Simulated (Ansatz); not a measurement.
# TlCuGeSe4: relaxing a made-up structure, part 2 of 2

This structure for TlCuGeSe4 is made up. Its elements were placed in a known structure type with a cell scaled to their sizes. What cell does the guess relax to, and how far off was it?

Ansatz 0.2.0; DFT, PBE, plane-wave PAW, files of the set soft_1, scalar-relativistic, ferromagnetic start, cell and ions relaxed at zero pressure; PAW set soft_1 (the session's first sound run).

So far: Set-up; Relaxation of the guess. The relaxed cell has a = 5.581, c = 11.889 Å (conventional setting).

**3. Electronic structure of the relaxed cell**

With the geometry fixed, one more self-consistent run, with a narrower smearing and the mesh shown in its input, gives the bands, and its pressure, and its forces where symmetry allows any, show how far the geometry depends on these settings.

This step: DFT, PBE, plane-wave PAW, files of the set soft_1, scalar-relativistic, no spin, bands and density of states at the relaxed cell; PAW set soft_1 (Ansatz 0.2.0).

File input.yaml:

```yaml
crystal:
  lattice:
    - [-2.790363302, 2.790363302, 5.9445801659]
    - [2.790363302, -2.790363302, 5.9445801659]
    - [2.790363302, 2.790363302, -5.9445801659]
  atoms:
    - { symbol: Tl, position: [0.5, 0.5, 0.0] }
    - { symbol: Se, position: [0.9155392459, 0.3436331607, 0.9961522518] }
    - { symbol: Se, position: [0.3474809089, 0.9193869941, 0.0038477482] }
    - { symbol: Se, position: [0.6563668393, 0.6525190911, 0.5719060851] }
    - { symbol: Se, position: [0.0806130059, 0.0844607541, 0.4280939149] }
    - { symbol: Ge, position: [0.75, 0.25, 0.5] }
    - { symbol: Cu, position: [0.25, 0.75, 0.5] }
kpoints:
  mp_grid: { grid: [8, 8, 8] }
  band_path:
    path:
      - [[0.0, 0.0, 0.0], [0.5, -0.5, 0.0], [0.5, -0.5, 0.11016639], [0.3050832, -0.3050832, 0.3050832], [0.0, 0.0, 0.0], [0.5, 0.5, -0.5], [0.6949168, 0.3050832, -0.3050832], [0.5, 0.0, 0.0], [0.75, -0.25, -0.25], [0.88983361, 0.11016639, -0.5], [0.5, 0.5, -0.5]]
      - [[0.5, -0.5, 0.0], [0.75, -0.25, -0.25]]
    npoints: 7
scf:
  occupations: { method: fermi_dirac, width: 0.03 }
  n_extra_bands: 11
hamiltonian:
  xc: pbe
  pseudopotentials: { kind: paw, azcp: { folder: soft_1 } }
output:
  forces: true
  stress: true
  write_bands: true
  dos: { projected: true }
  write_density: true
  write_potential: true
  elf: true
  volumetric_format: npy
```

Launch:

```console
> ansatz run input.yaml --threads 4 --pin off --max-ram 10240MiB --backend cpu --events-out ev --progress --plain --runs-dir out
```

Numbers of over 12 decimals in the logs are rounded to 6 here.

The log of the run:

```text
[...]
Crystal: 7 atoms, lattice volume = 185.141 Å³
Basis set: ecut = 420 eV, 3587 PW (Γ), exchange–correlation on 96×96×96 points (8 copies of the dense FFT grid, shifted against one another)
Bands: 66, of which v1, the nominal top of the filled ones, is band 55 counted from 1 (54 counted from 0)
Symmetry: 4 space group operations
[...]
k-points: 78 of 512 (time reversal used)
[...]
SCF iter   1: F=—  HF=-44245.973174 eV  |F-HF|=—  |Δ(HF+E_count)|=         —  Δρ=4.57e-2  dr2=5.17e0  ethr=3.10e-3  ⟨swp⟩=6.0  Hψ=17576  notcnv=0
[...]
SCF iter  12: F=-44244.517740 eV  HF=-44244.517740 eV  |F-HF|=1.54e-8  |Δ(HF+E_count)|=   1.22e-8  Δρ=4.87e-6  dr2=3.25e-8  ethr=9.09e-11  ⟨swp⟩=15.0  Hψ=36069  notcnv=0
SCF 1 converged in 12 iterations: F = -44244.517740 eV  dr2 = 3.25e-8
[...]
NSCF: frozen V_eff on 79 k-points
SCF converged after 12 iterations
Free energy (F): -44244.517740 eV
[...]
Internal energy: -44244.517213 eV  (E = F + TS)
E sigma→0 (E₀):  -44244.517476 eV
Entropy (-TS):   -0.000528 eV (-0.075 meV/atom)
Fermi energy:    7.020974 eV
[...]
--- Forces (eV/Å), atoms counted from 1 ---
  atom   1  Tl     0.00000000     0.00000000    -0.00000000
  atom   2  Se     0.00275539     0.00870278     0.00101524
  atom   3  Se    -0.00275539    -0.00870278     0.00101524
  atom   4  Se     0.00870278    -0.00275539    -0.00101524
  atom   5  Se    -0.00870278     0.00275539    -0.00101524
  atom   6  Ge    -0.00000000     0.00000000     0.00000000
  atom   7  Cu     0.00000000    -0.00000000    -0.00000000
  max |Σ_I F_I| component: 3.30e-17 eV/Å
--- Stress (GPa, compression-positive) ---
        0.024564       0.000000      -0.000000
       -0.000000       0.024564       0.000000
       -0.000000       0.000000       0.036106
  P = ⅓ Tr σ = 0.0284 GPa (0.284 kbar)
--- Band table (eV; the first three rows and the last of 78) ---
  k-point 0: bands = [... 51 lower, 5.6076, 6.9385, 6.9534, 6.9534, 6.9550, 8.2695, 9.1723, 10.8451, ... 7 higher]
  k-point 1: bands = [... 51 lower, 5.7686, 6.1202, 6.8025, 6.9365, 7.7576, 8.4296, 9.6505, 10.6328, ... 7 higher]
  k-point 2: bands = [... 51 lower, 5.7381, 6.0765, 6.4185, 6.8857, 8.1426, 8.4286, 10.3811, 10.4864, ... 7 higher]
  k-point 77: bands = [... 51 lower, 5.5838, 6.0773, 6.4866, 6.4866, 7.4918, 8.3731, 9.3919, 9.3919, ... 7 higher]
```

Wall time 25 s (4 threads of AMD EPYC 9R14 (Zen 4), shared host); peak memory 1.4 GiB; 96 s of CPU time.

In the SCF lines HF is the Harris–Foulkes energy and dr2 the Hartree energy of the density residual, in eV; the loop may stop once dr2 is under the threshold and the program's other checks hold. Hψ counts applications of the Hamiltonian.

Numbers from this step:

```
free energy             : -44244.5177 eV
energy at zero smearing : -44244.5175 eV
smearing term TS        : 5.28e-4 eV
Fermi energy            : 7.021 eV
gap by band count       : 0.001593 eV
pressure                : 0.02841 GPa
```

bands.tsv at the labelled points (eV, zero at the Fermi level; the bands that come nearest the Fermi level along the path):

```tsv
point	band 52	band 53	band 54	band 55	band 56	band 57	band 58	band 59
Γ	-1.41	-0.08	-0.07	-0.07	-0.07	1.25	2.15	3.82
X	-0.82	-0.75	-0.51	-0.38	0.32	0.94	3.07	4.06
Y	-1.11	-0.71	-0.51	-0.41	0.59	1.04	3.36	3.71
S	-1.54	-0.96	-0.67	-0.48	1.21	1.70	2.80	3.60
Γ	-1.41	-0.08	-0.07	-0.07	-0.07	1.25	2.15	3.82
Z	-1.44	-0.94	-0.53	-0.53	0.47	1.35	2.37	2.37
S1	-1.54	-0.96	-0.67	-0.48	1.21	1.70	2.80	3.60
N	-1.37	-1.07	-0.87	-0.47	1.48	1.83	3.06	3.95
P	-0.88	-0.79	-0.51	-0.38	0.57	1.14	2.95	3.99
Y1	-1.11	-0.71	-0.51	-0.41	0.59	1.04	3.36	3.71
Z	-1.44	-0.94	-0.53	-0.53	0.47	1.35	2.37	2.37
X	-0.82	-0.75	-0.51	-0.38	0.32	0.94	3.07	4.06
P	-0.88	-0.79	-0.51	-0.38	0.57	1.14	2.95	3.99
```

Counts of states for the cell as run, both spins, by energy window (eV from the Fermi level):

```
from  to  total
  -8  -7   1.46
  -7  -6   2.00
  -6  -5   0.10
  -5  -4   3.06
  -4  -3   5.89
  -3  -2   8.61
  -2  -1   6.40
  -1   0   5.93
   0   1   1.05
   1   2   2.95
   2   3   1.04
   3   4   4.21
   4   5   4.67
   5   6   3.88
```

Below -8 eV lie 76.5 more states.

Valence density in the ab plane of the cell as run, not the conventional one, at fractional z = 0.000, with atoms of Tl and Se within 0.2 Å of it. It is the smooth field of the valence electrons, not physical close to the nuclei.

Ten steps, logarithmic in the rise over the least value, from '_' (0 e/Å³) to '@' (43 e/Å³), each cell a mean:
```
______..::==%%%%==..____________________
________..==@@@@**::..__________________
________..::++##**::..__________________
__________..::----::..__________________
____________..........__________________
______________......____________________
______________........__________________
______________::------::________________
____________..::==++++--::______________
______________::==++++++--..__........__
..____________..--++++++--......::::::..
..______________..--====--......--****==
--..______________..::::::......--##@@%%
--..__________________..______..::++@@%%
--..____________________________..::====
....______________________________....::
..____________________________________..
________________________________________
________........________________________
______....------....____________________
```
Columns run along a (7.1 Å), rows up along b (7.1 Å). Atoms in or near the plane, at fractional coordinates: Tl at (0.50, 0.50), Se at (0.92, 0.34), Se at (0.35, 0.92).

ELF in the ab plane of the cell as run, not the conventional one, at fractional z = 0.000, with atoms of Tl and Se within 0.2 Å of it. It is the smooth field of the valence electrons, not physical close to the nuclei.

Ten even steps from '0' (0.01) to '9' (0.87), each cell a mean:
```
00499833786200000000
00289831487410001100
00159964588510000110
00026888887520000010
00002578887420000000
00000234444310000000
00000123333210000000
00000234333321122110
10000234201332345542
31000134200133477876
74100023310033488888
86200012332233488547
77410001234443488413
78510000123332378633
98620000001221258988
98510000000000026999
86211211000000002589
42125654210000000124
00268887641000000000
00489977873100000000
```
Columns run along a (7.1 Å), rows up along b (7.1 Å). Atoms in or near the plane, at fractional coordinates: Tl at (0.50, 0.50), Se at (0.92, 0.34), Se at (0.35, 0.92).

Electrostatic potential energy in the ab plane of the cell as run, not the conventional one, at fractional z = 0.000, with atoms of Tl and Se within 0.2 Å of it. With pseudopotentials it is smooth inside the atoms' cores, unlike the true potential.

Values in eV, 11 rows by 16 columns, each cell a mean:
```
 12  12  10  -2  -3  11   2  -7   7  11  11  11  11  11  11  12
 12  12  11   7  -5  -2  -1 -10   4  10  11  11  11  11  11  11
 12  12  12  11   8   3  -2   1   7  10  11  12  11  11  11  11
 11  11  11  11   9   5  -1  -4   2   8  10  11  11  11  11  11
 11  11  11  10   8  -1 -25 -32 -29 -14   4   9  10  10  10  11
  9  11  11  11   9   3 -21 -33 -33 -31 -10   6   4  -4  -4   2
 -5   7  11  11  11   9   2 -14 -26 -25  -8   5  -3  -7   5  -2
 -9   1  10  11  11  11  10   8   5   4   6   8   5  -7   3   8
 -3   5  10  11  11  11  11  11  10  10  10  11  10   7   0  -4
 10  11  10   9   8   8  10  11  11  11  11  11  12  12  11  10
 12  12   9   1  -8  -7  -2   7  10  11  11  11  12  12  12  12
```
Columns run along a (7.1 Å; values clipped at the 3rd and 97th percentile), rows up along b (7.1 Å). Atoms in or near the plane, at fractional coordinates: Tl at (0.50, 0.50), Se at (0.92, 0.34), Se at (0.35, 0.92).

**4. Summary of results**

| Quantity | Value |
| --- | --- |
| space group, relaxed | I-4 |
| conventional cell | a = 5.581, b = 5.581, c = 11.889 Å; α = 90.0°, β = 90.0°, γ = 90.0° |
| volume per atom | 26.45 Å³ (guess 25.48) |
| total moment | 0.00 μB in the cell of 7 atoms |

What this shows: TlCuGeSe4 relaxes to I-4 with a = 5.581, b = 5.581 and c = 11.889 Å. The guessed volume was 4 % too small. The space group I-4 was held in the relaxation, so the end point is a stationary structure within it and may be a saddle against distortions or other arrangements. The moments died out from this one start and weren't seeded again at the relaxed cell. Bands cross the Fermi level, so it is a metal or semimetal at this level. Semilocal functionals can close a small real gap, so this isn't settled for compounds with anions. On the 8×8×8 mesh with the narrower smearing (relaxed on 7×7×7) the largest force component is 0.009 eV/Å and the largest stress component is 0.036 GPa, within the relaxation's thresholds of 0.015 eV/Å and 0.05 GPa. The cutoff wasn't tested. Spin-orbit coupling is left out, which can matter for elements this heavy. No dispersion term is used, so weakly bound directions may come out too long. Nothing here tests whether the compound is stable against decomposition.

[Logs are printed without paths, hosts, clocks, repeated set-up lines and the standing remarks that a program may print on its own settings, such as how far it seeks lower states.]

[Hosts, paths, dates, database ids (printed as entryN), source tags and the programs' standing remarks are cut or masked in the printed files.]
